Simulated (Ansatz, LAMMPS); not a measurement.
# Glassy 65SiO2-14Al2O3-11MgO-11Na2O (mol %) (117 atoms): geometry optimisation, part 3 of 3

How does glassy 65SiO2-14Al2O3-11MgO-11Na2O (mol %) (117 atoms) relax, and what do bonds, charges and levels look like afterwards?

Ansatz 0.2.0; Kohn-Sham DFT, revPBE, PAW (set soft_2), plane waves.

The cell: 24 Si, 10 Al, 4 Mg, 8 Na and 71 O. The quench rate of 25 K/ps is many orders above laboratory rates. The network of bonds at the start is that of the classical potential that made the cell. Only the Γ point is sampled, in a cell whose shortest periodic width is 12 Å.

So far, density (g/cm³): step 5 (local order after relaxation) 2.49.

## (6) Single point at the relaxed geometry

One more single point at the end of the walk gives the fuller output and checks the residual forces.

Contents of input.yaml:

```yaml
crystal:
  lattice:
    - [11.63429, 0.0, 0.0]
    - [0.0, 11.63429, 0.0]
    - [0.0, 0.0, 11.63429]
  atoms:
    - { symbol: Si, position: [0.0346, 0.1431, 0.17533] }
    - { symbol: Si, position: [0.07094, 0.26059, 0.74435] }
    - { symbol: Si, position: [0.26831, 0.97084, 0.90087] }
    - { symbol: Si, position: [0.77191, 0.14202, 0.19072] }
    - { symbol: Si, position: [0.34089, 0.716, 0.92725] }
    - { symbol: Si, position: [0.39209, 0.65292, 0.2587] }
    - { symbol: Si, position: [0.34188, 0.57682, 0.70567] }
    - { symbol: Si, position: [0.25142, 0.92613, 0.63907] }
    - { symbol: Si, position: [0.65619, 0.69745, 0.27236] }
    - { symbol: Si, position: [0.13873, 0.96177, 0.30768] }
    - { symbol: Si, position: [0.01138, 0.07154, 0.92342] }
    - { symbol: Si, position: [0.45414, 0.83898, 0.52708] }
    - { symbol: Si, position: [0.70474, 0.34148, 0.75637] }
    - { symbol: Si, position: [0.67678, 0.22283, 0.42959] }
    - { symbol: Si, position: [0.5807, 0.96296, 0.73555] }
    - { symbol: Si, position: [0.75426, 0.46114, 0.44577] }
    - { symbol: Si, position: [0.98833, 0.59119, 0.13248] }
    - { symbol: Si, position: [0.5215, 0.57368, 0.53072] }
    - { symbol: Si, position: [0.61644, 0.92886, 0.14684] }
    - { symbol: Si, position: [0.6434, 0.29725, 0.02458] }
    - { symbol: Si, position: [0.24906, 0.52095, 0.08477] }
    - { symbol: Si, position: [0.42654, 0.33711, 0.44742] }
    - { symbol: Si, position: [0.59328, 0.77085, 0.92043] }
    - { symbol: Si, position: [0.03225, 0.7259, 0.36264] }
    - { symbol: Al, position: [0.22069, 0.57332, 0.45559] }
    - { symbol: Al, position: [0.77778, 0.09976, 0.63319] }
    - { symbol: Al, position: [0.43233, 0.33477, 0.71567] }
    - { symbol: Al, position: [0.18828, 0.3073, 0.35092] }
    - { symbol: Al, position: [0.26472, 0.35993, 0.87646] }
    - { symbol: Al, position: [0.74608, 0.49702, 0.16679] }
    - { symbol: Al, position: [0.83117, 0.68739, 0.49821] }
    - { symbol: Al, position: [0.3978, 0.90853, 0.26684] }
    - { symbol: Al, position: [0.25765, 0.17556, 0.57354] }
    - { symbol: Al, position: [0.45338, 0.14716, 0.90876] }
    - { symbol: Mg, position: [0.70927, 0.61698, 0.72211] }
    - { symbol: Mg, position: [0.99937, 0.91625, 0.53657] }
    - { symbol: Mg, position: [0.01574, 0.15477, 0.51505] }
    - { symbol: Mg, position: [0.02106, 0.45338, 0.52928] }
    - { symbol: Na, position: [0.84141, 0.82876, 0.05233] }
    - { symbol: Na, position: [0.6707, 0.92289, 0.43435] }
    - { symbol: Na, position: [0.38893, 0.16816, 0.17601] }
    - { symbol: Na, position: [0.1225, 0.8207, 0.0717] }
    - { symbol: Na, position: [0.75766, 0.10939, 0.8884] }
    - { symbol: Na, position: [0.87002, 0.86065, 0.77004] }
    - { symbol: Na, position: [0.03714, 0.35799, 0.03106] }
    - { symbol: Na, position: [0.84636, 0.56187, 0.92128] }
    - { symbol: O, position: [0.37363, 0.7764, 0.19622] }
    - { symbol: O, position: [0.73313, 0.01094, 0.15511] }
    - { symbol: O, position: [0.34015, 0.4517, 0.77578] }
    - { symbol: O, position: [0.71905, 0.9873, 0.7215] }
    - { symbol: O, position: [0.25189, 0.56195, 0.6035] }
    - { symbol: O, position: [0.99334, 0.16497, 0.81759] }
    - { symbol: O, position: [0.11696, 0.81957, 0.29834] }
    - { symbol: O, position: [0.13192, 0.99749, 0.92115] }
    - { symbol: O, position: [0.69174, 0.18707, 0.29448] }
    - { symbol: O, position: [0.97852, 0.68639, 0.03333] }
    - { symbol: O, position: [0.08976, 0.649, 0.46299] }
    - { symbol: O, position: [0.8923, 0.48619, 0.11241] }
    - { symbol: O, position: [0.11719, 0.35557, 0.84049] }
    - { symbol: O, position: [0.87165, 0.5303, 0.48734] }
    - { symbol: O, position: [0.29488, 0.0337, 0.55927] }
    - { symbol: O, position: [0.90518, 0.15119, 0.23396] }
    - { symbol: O, position: [0.30427, 0.95804, 0.76801] }
    - { symbol: O, position: [0.34506, 0.06332, 0.97142] }
    - { symbol: O, position: [0.11619, 0.24392, 0.22912] }
    - { symbol: O, position: [0.47641, 0.70096, 0.96203] }
    - { symbol: O, position: [0.26869, 0.39775, 0.02134] }
    - { symbol: O, position: [0.37566, 0.25758, 0.83585] }
    - { symbol: O, position: [0.5305, 0.63274, 0.2841] }
    - { symbol: O, position: [0.7232, 0.64717, 0.16056] }
    - { symbol: O, position: [0.51891, 0.71177, 0.51228] }
    - { symbol: O, position: [0.07624, 0.0091, 0.18686] }
    - { symbol: O, position: [0.76927, 0.4648, 0.75571] }
    - { symbol: O, position: [0.53514, 0.92535, 0.60669] }
    - { symbol: O, position: [0.18458, 0.19075, 0.70275] }
    - { symbol: O, position: [0.1612, 0.21722, 0.46645] }
    - { symbol: O, position: [0.80665, 0.72238, 0.63906] }
    - { symbol: O, position: [0.34688, 0.5414, 0.18172] }
    [... 33 atom lines left out ...]
    - { symbol: O, position: [0.97454, 0.64653, 0.26228] }
    - { symbol: O, position: [0.72465, 0.70067, 0.39287] }
    - { symbol: O, position: [0.69162, 0.10912, 0.50644] }
    - { symbol: O, position: [0.34238, 0.30396, 0.34156] }
    - { symbol: O, position: [0.64311, 0.41894, 0.089] }
    - { symbol: O, position: [0.53357, 0.0772, 0.80224] }
kpoints:
  mp_grid: { grid: [1, 1, 1] }
hamiltonian:
  xc: revpbe
scf:
  occupations: { method: fixed }
output:
  forces: true
  stress: true
  populations: true
  dos:
    method: { smearing: { sigma: 0.15 } }
    de: 0.1
    projected: { site_lists: { Al: [Al], Mg: [Mg], Na: [Na], O: [O], Si: [Si] } }
  eigenvalues: true
  write_density: true
  write_potential: true
  volumetric_format: npy
  elf: true
```

Started as:

```
$ ansatz run input.yaml --threads 4 --pin off --max-ram 8192MiB --backend cpu --events-out ev --progress --plain --runs-dir out
```

Numbers of over 12 decimals in the logs are rounded to 6 here.

Output:

```text
[...]
Crystal: 117 atoms, lattice volume = 1574.779 Å³
Basis set: ecut = 420 eV, 30839 PW (Γ), exchange–correlation on 160×160×160 points (8 copies of the dense FFT grid, shifted against one another)
Bands: 449, of which v1, the nominal top of the filled ones, is band 332 counted from 1 (331 counted from 0)
Symmetry: 1 space group operations
[...]
k-points: 1
[...]
SCF iter   1: F=—  HF=-80831.572702 eV  |F-HF|=—  |Δ(HF+E_count)|=         —  Δρ=3.49e-3  dr2=2.02e-1  ethr=1.77e-3  ⟨swp⟩=4.0  Hψ=1677  notcnv=0  defer=113
[...]
SCF iter   9: F=-80831.561415 eV  HF=-80831.561415 eV  |F-HF|=5.12e-8  |Δ(HF+E_count)|=   5.43e-7  Δρ=2.13e-6  dr2=7.38e-8  ethr=1.51e-11  ⟨swp⟩=19.0  Hψ=4488  notcnv=0
SCF 1 converged in 9 iterations: F = -80831.561415 eV  dr2 = 7.38e-8
[...]
WARN: The input density's exchange-correlation potential varies sharply where the density is thin. Do not read a vacuum level from v_tot or v_xc, or from such a field of the output density. On a cell that repeats whose density bears no net charge and no dipole along the vacuum's axis use v_es (v_loc + v_h of the components); [...]
SCF converged after 9 iterations
Free energy (F): -80831.561415 eV
[...]
Internal energy: -80831.561415 eV  (E = F + TS)
E sigma→0 (E₀):  -80831.561415 eV
Fermi energy:    3.255982 eV
[...]
--- Forces (eV/Å), atoms counted from 1 ---
  atom   1  Si    -0.00393562    -0.02177185     0.00431967
  atom   2  Si    -0.01328399     0.00870249     0.00624667
  atom   3  Si     0.00431946     0.01000402     0.01723546
  atom   4  Si    -0.00623083    -0.02409452     0.01530083
  atom   5  Si    -0.01292148     0.00387819     0.01368978
  atom   6  Si     0.00469374     0.00054907    -0.01069841
  atom   7  Si    -0.01781807    -0.00461105    -0.00314196
  atom   8  Si     0.00509013     0.00192417     0.00321353
  atom   9  Si     0.00813788     0.00262568     0.00832387
  atom  10  Si     0.00390947    -0.01650341    -0.00974564
  atom  11  Si    -0.00649512     0.01491763     0.01724040
  atom  12  Si    -0.00634753    -0.01201680    -0.00814790
  atom  13  Si     0.01550944     0.00202354    -0.00001034
  atom  14  Si    -0.02087227    -0.03455068     0.00241026
[...]
atom 116  O      0.01307746    -0.00276209    -0.02274928
  atom 117  O      0.00484516    -0.01484103    -0.00845086
  max |Σ_I F_I| component: 1.94e-4 eV/Å
--- Stress (GPa, compression-positive) ---
        2.840917      -1.101852      -0.485931
       -1.101863       2.040821      -2.473215
       -0.485935      -2.473211       3.737567
  P = ⅓ Tr σ = 2.8731 GPa (28.731 kbar)
--- Band table (eV) ---
[...]
--- Löwdin populations: 117 sites ---
  site symbol       q [e]
     0     Si      2.2749
     1     Si      2.3264
     2     Si      2.2442
[...]
116      O      6.8488
  spilling = 0.010529 (of n_electrons = 664.000000)
```

Wall time 34 s (4 threads of Arm Neoverse V1, shared host); peak memory 2.2 GiB.

The program notes that the exchange-correlation potential is rough where the density is thin.

Read from the output:

```yaml
free_energy: -80831.5614 eV
free_energy_per_atom: -690.8680 eV/atom
scf_cycles: 9
pressure: 2.873 GPa
r_m_s_force_component: 0.00991 eV/Å
longest_force: 0.04418 eV/Å
fermi_energy: 3.256 eV
spacing_of_highest_filled_and_lowest_empty_level: 3.97 eV
spilling_of_the_projection: 0.01053
```

Löwdin charges by element (they lack the spilled electrons, 0.060 e an atom on average):

```
element  coordination  atoms  mean charge (e)  spread  least    most
     Al           all     10             1.35  0.0514   1.25    1.42
     Mg           all      4             1.66  0.0152   1.64    1.69
     Na           all      8            0.835  0.0162  0.809   0.858
      O           all     71           -0.863  0.0829  -1.17  -0.766
     Si           all     24             1.73   0.033   1.64    1.78
```

States in the cell by windows of 1 eV, zero at the Fermi level; the larger projections on atomic orbitals stand beside the total:

```
from (eV)  to (eV)  total   O p  Si p   O s
      -18      -17   47.2   0.5   5.4  37.1
      -17      -16   22.2   0.2   2.2  17.9
      -16      -15    4.6   0.0   0.2   3.9
      -15      -10    0.0   0.0   0.0   0.0
      -10       -9    5.8   3.8   0.2   0.3
       -9       -8   13.4   9.0   0.8   0.7
       -8       -7   13.9   9.7   1.2   0.7
       -7       -6   27.2  20.2   3.6   0.6
       -6       -5   34.5  26.5   4.4   0.7
       -5       -4   46.4  37.0   4.5   1.4
       -4       -3   63.5  54.7   3.4   1.9
       -3       -2   80.7  73.9   2.2   1.3
       -2       -1   85.2  80.7   1.3   0.7
       -1        0   53.6  51.5   0.5   0.3
        0        1    1.7   1.6   0.0   0.0
        1        3    0.0   0.0   0.0   0.0
        3        4    1.2   0.0   0.0   0.3
        4        5    0.8   0.0   0.0   0.2
```

With fixed occupations the program's Fermi level is the highest filled level; weight inside the gap is the broadening of levels at its edges.

Between -26 and -18 eV lie 116 more states.

The stored curve holds about 616 of the 664 electrons; the rest, give or take the few that broadening carries across the Fermi level, lie in deeper levels below its range.

The levels nearest the highest filled one (over half full), pooled over k-points and spins:

```
level less the highest filled one (eV)  occupation
                                -0.352           2
                                -0.291           2
                                -0.190           2
                                -0.124           2
                                -0.108           2
                                     0           2
                                  3.97           0
                                  5.26           0
                                  5.44           0
                                  5.50           0
                                  5.67           0
                                  5.90           0
```

Electrostatic potential energy in the ac plane at fractional y = 0.151, with atoms of Si and Al and Mg and Na and O within 0.2 Å of it. With pseudopotentials it is smooth inside the atoms' cores, unlike the true potential.

Ten even steps from '0' (-41 eV) to '9' (10 eV), each cell a mean:
```
668999999999876667999999889999998
778999999999757766899988667899987
678999999999757766899987325899987
158999999999876667999998667899961
048999999999998889999999999999951
689999999999999999999999999999996
999985369999999999999999888999999
999995468899999999999998766789999
999998766678999999999998655689999
778898666657999999999998666689998
115888667657999999999987888899874
003789876678999999999732699999861
126898998899999999998744799999874
788999999999999999998656899999988
999999999999999999998777899999999
999999999999999999999876899999999
999999999999999999999722689998899
777899999999888999999843555751148
112689999987436899999985100330025
000389999984002899999985000265563
101589999986326899999987422589985
446899999998888999999998878899997
004999999999999999999999999999995
005999999999998888999999999999995
```
Columns run along a (11.6 Å; values clipped at the 3rd and 97th percentile), rows up along c (11.6 Å). Atoms in or near the plane, at fractional coordinates: Si at (0.03, 0.18), Si at (0.77, 0.19), Al at (0.45, 0.91), Mg at (0.02, 0.52), Na at (0.39, 0.18), O at (0.99, 0.82), O at (0.91, 0.23), O at (0.02, 0.04).

ELF in the ac plane at fractional y = 0.151, with atoms of Si and Al and Mg and Na and O within 0.2 Å of it. It is the smooth field of the valence electrons, not physical close to the nuclei.

Values, 13 rows by 16 columns, each cell a mean:
```
0.51 0.32 0.04 0.02 0.28 0.51 0.26 0.14 0.48 0.29 0.04 0.10 0.21 0.03 0.06 0.32
0.68 0.30 0.02 0.01 0.04 0.11 0.12 0.06 0.32 0.21 0.02 0.33 0.56 0.11 0.24 0.66
0.70 0.35 0.24 0.37 0.07 0.12 0.15 0.26 0.71 0.55 0.05 0.07 0.17 0.08 0.39 0.77
0.37 0.27 0.75 0.82 0.39 0.02 0.02 0.10 0.36 0.20 0.04 0.39 0.69 0.37 0.07 0.34
0.04 0.22 0.64 0.65 0.21 0.06 0.02 0.01 0.01 0.01 0.07 0.23 0.32 0.17 0.18 0.10
0.23 0.08 0.22 0.10 0.02 0.10 0.04 0.01 0.00 0.15 0.57 0.62 0.29 0.17 0.41 0.17
0.32 0.23 0.70 0.55 0.11 0.06 0.02 0.01 0.04 0.19 0.76 0.79 0.49 0.07 0.14 0.20
0.04 0.14 0.51 0.46 0.08 0.01 0.01 0.04 0.13 0.09 0.34 0.42 0.20 0.02 0.01 0.02
0.03 0.04 0.06 0.04 0.01 0.01 0.01 0.01 0.02 0.18 0.67 0.71 0.36 0.13 0.45 0.25
0.21 0.38 0.31 0.06 0.01 0.08 0.20 0.04 0.01 0.27 0.74 0.78 0.42 0.58 0.67 0.72
0.17 0.27 0.30 0.08 0.02 0.45 0.51 0.26 0.01 0.02 0.16 0.25 0.16 0.55 0.67 0.66
0.67 0.47 0.10 0.01 0.01 0.15 0.28 0.14 0.35 0.19 0.09 0.51 0.64 0.23 0.13 0.41
0.62 0.73 0.18 0.01 0.26 0.39 0.13 0.38 0.78 0.55 0.10 0.46 0.59 0.19 0.12 0.72
```
Columns run along a (11.6 Å), rows up along c (11.6 Å). Atoms in or near the plane, at fractional coordinates: Si at (0.03, 0.18), Si at (0.77, 0.19), Al at (0.45, 0.91), Mg at (0.02, 0.52), Na at (0.39, 0.18), O at (0.99, 0.82), O at (0.91, 0.23), O at (0.02, 0.04).

Mean Löwdin charges: Al +1.35, Mg +1.66, Na +0.83, O -0.86, Si +1.73 e (they miss 1.1 % of the electrons, so they add up to more than the cell's charge).

Local excerpt of 13 atoms (numbers count through the whole input) about O82, picked at random; x, y, z are measured from there.

```
atom      x      y      z  distance (Å)  bonds  Löwdin charge (e)
 O82   0.00   0.00   0.00          0.00      2              -0.77
Si22  -0.18  -1.62  -0.19          1.64      4               1.76
Si18   0.92   1.13   0.78          1.65      4               1.74
O100   2.46   0.55   0.76          2.63      2              -0.80
O104   0.44   1.09   2.37          2.65      2              -0.81
 O93   1.23  -2.34  -0.38          2.68      2              -0.79
O103  -0.80  -2.20   1.30          2.68      3              -0.81
 O94  -1.45   2.02  -1.03          2.69      2              -0.85
O115  -1.16  -2.01  -1.42          2.72      3              -0.84
Al25  -2.58   1.13  -0.09          2.81      4               1.32
 O51  -2.21   0.99   1.63          2.92      2              -0.84
 O71   0.89   2.74   0.57          2.93      2              -0.78
 O69   1.03   1.82  -2.09          2.95      2              -0.79
```

The column of bonds counts only the pairs O-Si within 2.08 Å, O-Al within 2.27 Å, O-Na within 2.71 Å, O-Mg within 2.42 Å; other neighbours, such as metal atoms beside each other in a compound, aren't counted, and periodic images can show an atom twice.

## (7) Results

| Quantity | Value |
| --- | --- |
| energy change in the relaxation | -85.97 meV/atom |
| r.m.s. displacement | 0.273 Å |
| largest displacement | 1.242 Å |
| free energy per atom | -690.8680 eV/atom |
| pressure | 2.873 GPa |
| r.m.s. force component | 0.00991 eV/Å |
| gap (highest filled to lowest empty level) | 3.97 eV |
| wall time of the 3 DFT runs | 5 min |

**Reading.** Relaxation lowers the energy by 86.0 meV/atom and moves atoms by 0.27 Å r.m.s.; the r.m.s. force component goes from 1.2 to 0.0099 eV/Å, the pressure goes from 10 to 2.9 GPa, and the gap from 3.24 to 3.97 eV. First to last step the energy falls by 10.059 eV; the largest move, 1.24 Å, is that of Na45. The O-Mg bonds change most in mean length: from 1.962 Å (spread 0.053) to 2.004 Å (spread 0.097), and their number from 13 to 14. 83 % of the oxygens bridge two formers (Si and Al) and 13 % are non-bridging; 4 % join three. The highest filled and lowest empty levels differ by 3.97 eV (at Γ alone); a semilocal functional tends to put such gaps too low. In a disordered cell it changes from sample to sample, and tail or defect levels can set it.

What to keep in mind: The network of bonds at the start is that of the classical potential that made the cell; in DFT atoms moved by 0.27 Å r.m.s. The pressure of 2.9 GPa means that a free cell would grow at this level.

[Logs are printed without paths, hosts, clocks, repeated set-up lines and the standing remarks that a program may print on its own settings, such as how far it seeks lower states.]

[Hosts, paths, dates, database ids (printed as entryN), source tags and the programs' standing remarks are cut or masked in the printed files.]
